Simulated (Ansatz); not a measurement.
**NaVS3 in P4mm, a phase reached by a soft mode: a soft mode frozen in**

Which phase does NaVS3 in P4mm, a phase reached by a soft mode fall into along its unstable mode, and how much energy does it gain?

Program: Ansatz 0.2.0. Level of theory: DFT PBEsol, scalar-relativistic, plane waves, PAW; PAW set soft_1. Results are calculated unless marked as measured.

The structure was built from a prototype and need not be the compound's stable phase.

### 1. Set-up

It takes space group P4mm (No. 99, tetragonal). The conventional cell has a = 4.332 Å, b = 4.332 Å, c = 5.603 Å, α = 90.00°, β = 90.00°, γ = 90.00°. Nearest to Na lie 8 S at 3.06 to 3.13 Å. Nearest to V lie 5 S at 2.07 to 2.28 Å. Nearest to S lie 1 V at 2.07 Å and 4 Na at 3.13 Å. Nearest to S lie 2 V at 2.28 Å and 2 Na at 3.06 Å. Farther neighbours and most contacts between anions are not listed.

### 2. Zone-centre response

This phase was reached earlier by freezing in an unstable mode of a structure of higher symmetry and relaxing. Its zone-centre modes can show that it is still unstable.

The input, input.yaml:

```yaml
crystal:
  lattice:
    - [4.332306063, 0.0, 0.0]
    - [0.0, 4.332306063, 0.0]
    - [0.0, 0.0, 5.603351591]
  atoms:
    - { symbol: Na, position: [0.0, 0.0, 0.5595514499] }
    - { symbol: V, position: [0.5, 0.5, 0.0738971377] }
    - { symbol: S, position: [0.5, 0.5, 0.4434739098] }
    - { symbol: S, position: [0.5, 0.0, 0.9458118255] }
    - { symbol: S, position: [0.0, 0.5, 0.9458118255] }
kpoints:
  mp_grid: { grid: [8, 8, 6] }
hamiltonian:
  xc: pbesol
  pseudopotentials: { kind: paw, azcp: { folder: soft_1 }, xc_functional: pbe }
scf:
  occupations: { method: methfessel_paxton, width: 0.2 }
output:
  eigenvalues: true
phonons:
  method: dfpt
```

Run with:

```sh
$ ansatz run input.yaml --threads 8 --pin off --max-ram 16384MiB --backend cpu --events-out ev --progress --plain --runs-dir out
```

Numbers of over 12 decimals in the logs are rounded to 6 here.

What it wrote:

```text
zone centre: on kpoints.mp_grid the ground state, and the responses unless they are solved on pairs of k-points, stand on 100 of the mesh's 384 k-points, reduced under 4 symmetry operations, with k and −k counted as one. Each operation leaves every solved displacement unchanged or reverses it
Engine: ansatz 0.2.0, aarch64-unknown-linux-gnu
Pseudopotentials: kind: paw
Pseudopotential: Na, paw, valence charge 9, recommended cutoff 420 eV (normal), soft_1/Na.paw.azcp
Pseudopotential: V, paw, valence charge 13, recommended cutoff 420 eV (normal), soft_1/V.paw.azcp
Pseudopotential: S, paw, valence charge 6, recommended cutoff 420 eV (normal), soft_1/S.paw.azcp
Functional definition: PBEsol
  exchange = pbesol_x
  correlation = pbesol_c
Crystal: 5 atoms, lattice volume = 105.169 Å³
Basis set: ecut = 420 eV, 2059 PW (Γ), exchange–correlation on 60×60×80 points (8 copies of the dense FFT grid, shifted against one another)
Bands: 25, of which v1, the nominal top of the filled ones, is band 20 counted from 1 (19 counted from 0)
Symmetry: 8 space group operations
k-points: 100 of 384 (irreducible under 4 space group operations, time reversal used)
Non-local potential: Na, projectors of the file, l = 0: 3, l = 1: 2, l = 2: 1
Non-local potential: V, projectors of the file, l = 0: 3, l = 1: 2, l = 2: 3, l = 3: 1
Non-local potential: S, projectors of the file, l = 0: 2, l = 1: 2, l = 2: 1
PAW form: soft (Blöchl's): semilocal exchange-correlation on the pseudo side does not see the compensation charge
PAW frozen core: Na, regenerated for the run's functional, and the local potential with it (the file was generated under x = pbe(κ = 0.804, μ = 0.219515), c = pbe(β = 0.066725))
PAW frozen core: V, regenerated for the run's functional, and the local potential with it (the file was generated under x = pbe(κ = 0.804, μ = 0.219515), c = pbe(β = 0.066725))
PAW frozen core: S, regenerated for the run's functional, and the local potential with it (the file was generated under x = pbe(κ = 0.804, μ = 0.219515), c = pbe(β = 0.066725))
PAW one-centre angular grid: Na, 110 points (default); XC on 64 Gauss nodes
PAW one-centre angular grid: V, 590 points (default); XC on 64 Gauss nodes
PAW one-centre angular grid: S, 110 points (default); XC on 64 Gauss nodes
Initial density: superposition of atomic densities (chi_scale 0.1, normalization cell, long waves kept (reshape's long-wave potential 0.02 eV rms))
Initial wavefunctions: pseudopotential atomic-orbital guess
Functional: x = pbesol(κ = 0.804, μ = 0.123457), c = pbesol(β = 0.046)
SCF iter   1: F=—  HF=-7021.470764 eV  |F-HF|=—  |Δ(HF+E_count)|=         —  Δρ=1.13e-1  dr2=2.33e1  ethr=3.10e-3  ⟨swp⟩=6.2  Hψ=11664  notcnv=0
preconditioner: auto → Kerker (q_TF=auto, 2.322 Å⁻¹)  [metal: Δε(μ)=0.012 eV  Ē_g=6.427 eV  σ=0.200 eV  W_gap=0.05  n_scr=20 (ndim 8)  ℏωp=17.7 eV  f_vac=0.000  D(μ)=7.07/eV (n_scr^D=82)]
SCF iter   2: F=—  HF=-7020.000046 eV  |F-HF|=—  |Δ(HF+E_count)|=    1.47e0  S|Δr|=    0.00e0  Δρ=5.41e-2  dr2=5.96e0  ethr=3.10e-3  ⟨swp⟩=2.3  Hψ=5341  notcnv=0
SCF iter   3: F=—  HF=-7019.456438 eV  |F-HF|=—  |Δ(HF+E_count)|=   5.44e-1  S|Δr|=    0.00e0  Δρ=9.25e-3  dr2=1.62e-1  ethr=3.10e-3  ⟨swp⟩=2.4  Hψ=3795  notcnv=0
SCF iter   4: F=—  HF=-7019.449251 eV  |F-HF|=—  |Δ(HF+E_count)|=   7.19e-3  S|Δr|=    0.00e0  Δρ=2.31e-3  dr2=7.64e-3  ethr=4.05e-4  ⟨swp⟩=1.1  Hψ=3178  notcnv=0
SCF iter   5: F=—  HF=-7019.452507 eV  |F-HF|=—  |Δ(HF+E_count)|=   3.26e-3  S|Δr|=    0.00e0  Δρ=8.34e-4  dr2=1.43e-3  ethr=1.91e-5  ⟨swp⟩=2.4  Hψ=3813  notcnv=0
SCF iter   6: F=—  HF=-7019.453208 eV  |F-HF|=—  |Δ(HF+E_count)|=   7.01e-4  S|Δr|=    0.00e0  Δρ=3.28e-4  dr2=2.83e-4  ethr=3.59e-6  ⟨swp⟩=2.4  Hψ=3465  notcnv=0
SCF iter   7: F=—  HF=-7019.453340 eV  |F-HF|=—  |Δ(HF+E_count)|=   1.31e-4  S|Δr|=    0.00e0  Δρ=1.39e-4  dr2=5.26e-5  ethr=7.08e-7  ⟨swp⟩=2.1  Hψ=3394  notcnv=0
SCF iter   8: F=—  HF=-7019.453347 eV  |F-HF|=—  |Δ(HF+E_count)|=   6.81e-6  S|Δr|=    0.00e0  Δρ=6.59e-5  dr2=9.42e-6  ethr=1.32e-7  ⟨swp⟩=2.2  Hψ=3639  notcnv=0
SCF iter   9: F=—  HF=-7019.453351 eV  |F-HF|=—  |Δ(HF+E_count)|=   3.88e-6  S|Δr|=    0.00e0  Δρ=2.99e-5  dr2=1.52e-6  ethr=2.35e-8  ⟨swp⟩=2.1  Hψ=3522  notcnv=0
SCF iter  10: F=—  HF=-7019.453354 eV  |F-HF|=—  |Δ(HF+E_count)|=   3.43e-6  S|Δr|=    0.00e0  Δρ=6.24e-6  dr2=6.43e-8  ethr=3.81e-9  ⟨swp⟩=2.7  Hψ=3864  notcnv=0
SCF iter  11: F=—  HF=-7019.453354 eV  |F-HF|=—  |Δ(HF+E_count)|=   7.09e-9  S|Δr|=    0.00e0  Δρ=2.25e-6  dr2=1.08e-8  ethr=1.61e-10  ⟨swp⟩=2.2  Hψ=4191  notcnv=0
SCF iter  12: F=—  HF=-7019.453354 eV  |F-HF|=—  |Δ(HF+E_count)|=  5.18e-11  S|Δr|=    0.00e0  Δρ=1.09e-6  dr2=2.56e-9  ethr=2.69e-11  ⟨swp⟩=2.3  Hψ=4270  notcnv=0
SCF iter  13: F=—  HF=-7019.453354 eV  |F-HF|=—  |Δ(HF+E_count)|=  5.57e-10  S|Δr|=    0.00e0  Δρ=3.22e-7  dr2=2.87e-10  ethr=6.41e-12  ⟨swp⟩=2.2  Hψ=3739  notcnv=0
SCF iter  14: F=—  HF=-7019.453354 eV  |F-HF|=—  |Δ(HF+E_count)|=  3.73e-11  S|Δr|=    0.00e0  Δρ=1.42e-7  dr2=3.66e-11  ethr=1.00e-12  ⟨swp⟩=2.7  Hψ=4495  notcnv=0
SCF iter  15: F=-7019.453354 eV  HF=-7019.453354 eV  |F-HF|=9.09e-13  |Δ(HF+E_count)|=  7.28e-12  S|Δr|=    0.00e0  Δρ=6.60e-8  dr2=4.83e-12  ethr=1.00e-12  ⟨swp⟩=6.7  Hψ=11950  notcnv=0
SCF 1 converged in 15 iterations: F = -7019.453354 eV  dr2 = 4.83e-12
  greatest PAW one-centre occupation: 1.000 electrons in one spin orbital (limit 2), on the V atom at site 1 (counted from 0), in its partial waves of l = 0
DFPT response loops at Γ: preconditioner auto → Kerker (q_TF=auto, 2.322 Å⁻¹) (partly filled bands, converged f_vac=0.035); β = 1.00, the filter's whole step (`scf.mixing.beta` (0.50) is not read by the response loops under this deck's `scf.mixing.preconditioner`; to damp them name `kerker` or `kerker_dos`, under which they read `scf.mixing.beta`, and type it under 1.00, their step now; both keys bind the ground state too); Broyden in place of MSR1
SCF converged after 15 iterations
Stability not checked: this state was not tested for a lower state beside it, because cold or Methfessel-Paxton smearing, or corrected tetrahedra, fill the levels in a way that the test cannot read (fill_not_monotonic; see scf.lower_state_search)
Free energy (F): -7019.453354 eV
Harris-Foulkes:  -7019.453354 eV  (|F-HF|=9.09e-13)
Internal energy: -7019.463300 eV  (E = F + TS)
E sigma→0 (E₀):  -7019.455841 eV
Entropy (-TS):   0.009946 eV (1.989 meV/atom)
Fermi energy:    5.979946 eV
--- Per-component energies (eV) ---
  E_band       = -503.919951
  E_kinetic    = 724.455766
  E_local      = -3668.653469  (includes V_loc(G=0)·N_el)
  E_nonlocal   = 464.946026
  E_hartree    = 1375.869739
  E_xc         = -413.702068
  E_vxc        = -438.582401  (∫ρ·V_xc dr)
  E_paw        = -3158.769088  (= ΣΔE_a)
  E_vpaw       = -337.826329  (= ΣTr[D̂ρ^β])
  E_aug_tail   = 0.000977  (compensation charges beyond the density's cutoff)
  E_ewald      = -2344.001405
  E_core_change = 0.390221  (= ΣΔE_core)
  E_smearing   = 0.009946  (= −TS)
  E_closure    = -0.000000  (closes the sum)
  Σ components = -7019.453354   (vs F -7019.453354, Δ=0.00e0)
--- Band table (eV; the first three rows and the last of 100) ---
  k-point 0: bands = [... 16 lower, 3.2524, 3.6964, 5.1321, 5.3795, 5.3795, 7.5884, 7.5884, 7.7927, ... 1 higher]
  k-point 1: bands = [... 16 lower, 3.2666, 3.6650, 5.1337, 5.3830, 5.3830, 7.5528, 7.5528, 7.7894, ... 1 higher]
  k-point 2: bands = [... 16 lower, 3.2948, 3.6038, 5.1369, 5.3897, 5.3897, 7.4840, 7.4840, 7.9383, ... 1 higher]
  k-point 99: bands = [... 16 lower, 2.4541, 4.9464, 4.9464, 6.0572, 6.0572, 6.4192, 6.9664, 7.2803, ... 1 higher]
--- Phonons (Γ-DFPT): 9 representative perturbations + reference, on 100 of 384 k-points (Σ response iterations 27) ---
  k mesh reduced under 4 symmetry operations, with k and −k counted as one. Each operation leaves every solved displacement unchanged or reverses it
  ASR residual: 1.403e-4 → 0.000e0 eV/Å²; symmetrization residual: 4.983e-6 eV/Å²
  ASR residual per site (eV/Å²): 1.40e-4 1.65e-5 1.41e-5 1.26e-5 1.26e-5
  Γ frequencies (cm⁻¹): -119.96 -119.96 0.00 0.00 0.00 86.48 87.71 87.71 122.19 145.43 145.43 216.85 374.15 374.15 521.86
  non-analytic LO–TO correction: not included (Born effective charges unavailable; polar crystals: no LO–TO splitting at Γ)
```

Elapsed: 30 s, on 8 threads of Arm Neoverse V2, shared host; peak memory 1.2 GiB.

Numbers from this step:

| Property | Result |
| --- | --- |
| volume per atom | 21.03 Å³ |
| gap on the k-mesh | 0 eV |
| sum-rule residual before enforcement | 1.40e-4 eV/Å² |
| point group | 4mm |
| highest optical mode at the zone centre (no LO-TO term) | 521.9 cm⁻¹ |
| lowest optical zone-centre mode | -120.0 cm⁻¹ |

Patterns of degenerate modes are one choice out of their space. Modes at Γ, with each element's share of the kinetic energy (negative means imaginary):

```csv
mode,frequency (cm⁻¹),symmetry,Na %,V %,S %
1,-120.0,E,1,27,72
2,-120.0,E,1,27,72
3,0.0,acoustic,14,30,57
4,0.0,acoustic,14,30,57
5,0.0,acoustic,14,30,57
6,86.5,A1,86,4,9
7,87.7,E,78,9,12
8,87.7,E,78,9,12
9,122.2,B1,0,0,100
10,145.4,E,8,15,77
11,145.4,E,8,15,77
12,216.8,A1,0,25,75
13,374.1,E,0,19,81
14,374.1,E,0,19,81
15,521.9,A1,0,40,59
```

Displacements in mode 2 (-120.0 cm⁻¹), the largest set to 1:
```
Na1  0.01  0.10  0.00
V2  -0.04 -0.51  0.00
S3  -0.02 -0.31  0.00
S4   0.07  0.04  0.00
S5   0.00  1.00  0.00
```

Displacements in mode 7 (87.7 cm⁻¹), the largest set to 1:
```
Na1  0.03  1.00  0.00
V2  -0.01 -0.23  0.00
S3   0.00  0.10  0.00
S4  -0.01 -0.23  0.00
S5  -0.01 -0.22  0.00
```

Before it was imposed, the acoustic sum rule was missed by 1.4e-4 eV/Å². Small misses are needed for a sound result but don't prove that mesh and cutoff are converged. The lowest optical mode is imaginary, 120.0i cm⁻¹, so the energy falls along it.

### 3. The mode frozen in, largest atomic shift 0 Å

The mode followed lies at Γ with frequency 120.0i cm⁻¹ and is 2-fold degenerate, the softest among the wavevectors solved. At small amplitude the distorted cell has space group no. 6 by a symmetry search on the positions. The undistorted cell that holds it gives the zero of energy on the same k mesh.

Changes to input.yaml since step 2:

```diff
@@ -19,4 +19,4 @@
 output:
+  forces: true
+  stress: true
   eigenvalues: true
-phonons:
-  method: dfpt
```

What it wrote:

```text
[...]
Crystal: 5 atoms, lattice volume = 105.169 Å³
Basis set: ecut = 420 eV, 2059 PW (Γ), exchange–correlation on 60×60×80 points (8 copies of the dense FFT grid, shifted against one another)
Bands: 25, of which v1, the nominal top of the filled ones, is band 20 counted from 1 (19 counted from 0)
Symmetry: 8 space group operations
[...]
k-points: 60 of 384 (time reversal used)
[...]
k-point 0: bands = [... 16 lower, 3.2523, 3.6964, 5.1319, 5.3794, 5.3794, 7.5883, 7.5883, 7.7927, ... 1 higher]
  k-point 1: bands = [... 16 lower, 3.2665, 3.6649, 5.1335, 5.3829, 5.3829, 7.5527, 7.5527, 7.7893, ... 1 higher]
  k-point 2: bands = [... 16 lower, 3.2947, 3.6037, 5.1367, 5.3897, 5.3897, 7.4839, 7.4839, 7.9382, ... 1 higher]
  k-point 59: bands = [... 16 lower, 2.4540, 4.9463, 4.9463, 6.0571, 6.0571, 6.4191, 6.9664, 7.2802, ... 1 higher]
[key lines of the parts left out:]
SCF converged after 10 iterations
Free energy (F): -7019.453354 eV
Fermi energy:    5.979831 eV
P = ⅓ Tr σ = -0.0050 GPa (-0.050 kbar)
```

It took 1.9 s on 8 threads; peak memory 0.47 GiB.

Numbers from this step:

```yaml
pressure: -0.004953 GPa
energy_from_the_undistorted_cell: 0 meV/atom
```

The run ends at a pressure of 0.00 GPa, with forces up to 7.9e-4 eV/Å.

### 4. The mode frozen in, largest atomic shift 0.32 Å

The atoms are moved along the unstable eigenvector, the largest shift by 0.32 Å, with the cell fixed.

input.yaml, the sections that differ from step 3:

```yaml
crystal:
  lattice:
    - [4.332306063, 0.0, 0.0]
    - [0.0, 4.332306063, 0.0]
    - [0.0, 0.0, 5.603351591]
  atoms:
    - { symbol: Na, position: [0.0, 0.0076392385, 0.5595514499] }
    - { symbol: V, position: [0.5, 0.462550874, 0.0738971377] }
    - { symbol: S, position: [0.5, 0.4772579044, 0.4434739098] }
    - { symbol: S, position: [0.5, 0.0029049542, 0.9458118255] }
    - { symbol: S, position: [0.0, 0.5738636641, 0.9458118255] }
# kpoints, hamiltonian, scf, output: as in step 3
```

What it wrote:

```text
[...]
Crystal: 5 atoms, lattice volume = 105.169 Å³
Basis set: ecut = 420 eV, 2059 PW (Γ), exchange–correlation on 60×60×80 points (8 copies of the dense FFT grid, shifted against one another)
Bands: 25, of which v1, the nominal top of the filled ones, is band 20 counted from 1 (19 counted from 0)
Symmetry: 2 space group operations
[...]
k-points: 130 of 384 (time reversal used)
[...]
k-point 0: bands = [... 16 lower, 3.3345, 3.7347, 4.4044, 5.0775, 6.0610, 7.5644, 7.7128, 7.9782, ... 1 higher]
  k-point 1: bands = [... 16 lower, 3.3306, 3.7085, 4.4020, 5.0996, 6.0905, 7.5301, 7.7259, 7.9359, ... 1 higher]
  k-point 2: bands = [... 16 lower, 3.3229, 3.6630, 4.3977, 5.1441, 6.1511, 7.4724, 7.8518, 7.8964, ... 1 higher]
  k-point 129: bands = [... 16 lower, 2.8081, 4.6595, 4.8681, 6.0563, 6.1070, 6.5226, 7.1329, 7.3675, ... 1 higher]
[key lines of the parts left out:]
SCF converged after 10 iterations
Free energy (F): -7019.518614 eV
Fermi energy:    5.999572 eV
P = ⅓ Tr σ = -0.0042 GPa (-0.042 kbar)
```

The job ended after 4.1 s (8 threads; peak memory 0.59 GiB).

This step gave:

```
pressure                         : -0.004200 GPa
energy from the undistorted cell : -12.83 meV/atom
```

The energy, extrapolated to zero smearing, is -12.83 meV/atom against the undistorted cell.

The run ends at a pressure of 0.00 GPa, with forces up to 0.41 eV/Å.

### 5. Energy along the mode, all amplitudes (two of the runs are shown above)

An imaginary frequency means negative curvature, so the energy should fall and then rise again as anharmonic terms take over.

This step gave:

```yaml
depth_at_the_lowest_point_sampled: 12.83 meV/atom
largest_atomic_shift_at_that_point: 0.32 Å
```

Table of energy from the parent by largest atomic shift:

```csv
largest atomic shift (Å),energy from the parent (meV/atom)
0.000,0
0.040,-0.368
0.080,-1.40
0.140,-3.90
0.220,-8.59
0.320,-12.8
0.450,3.73
0.600,77.9
```

Displacement at unit largest shift by atom:

```csv
atom,x (Å),y (Å),z (Å),size
Na1,0.00,0.10,0.00,0.10
V2,0.00,-0.51,0.00,0.51
S3,0.00,-0.31,0.00,0.31
S4,0.00,0.04,0.00,0.04
S5,0.00,1.00,0.00,1.00
```

The lowest of the steps tried is at 0.32 Å, 12.8 meV/atom below the parent; the bottom of the well need not coincide with a step.

[end of part 1 of 2]

[Logs are printed without paths, hosts, clocks, repeated set-up lines and the standing remarks that a program may print on its own settings, such as how far it seeks lower states.]

[Hosts, paths, dates, database ids (printed as entryN), source tags and the programs' standing remarks are cut or masked in the printed files.]
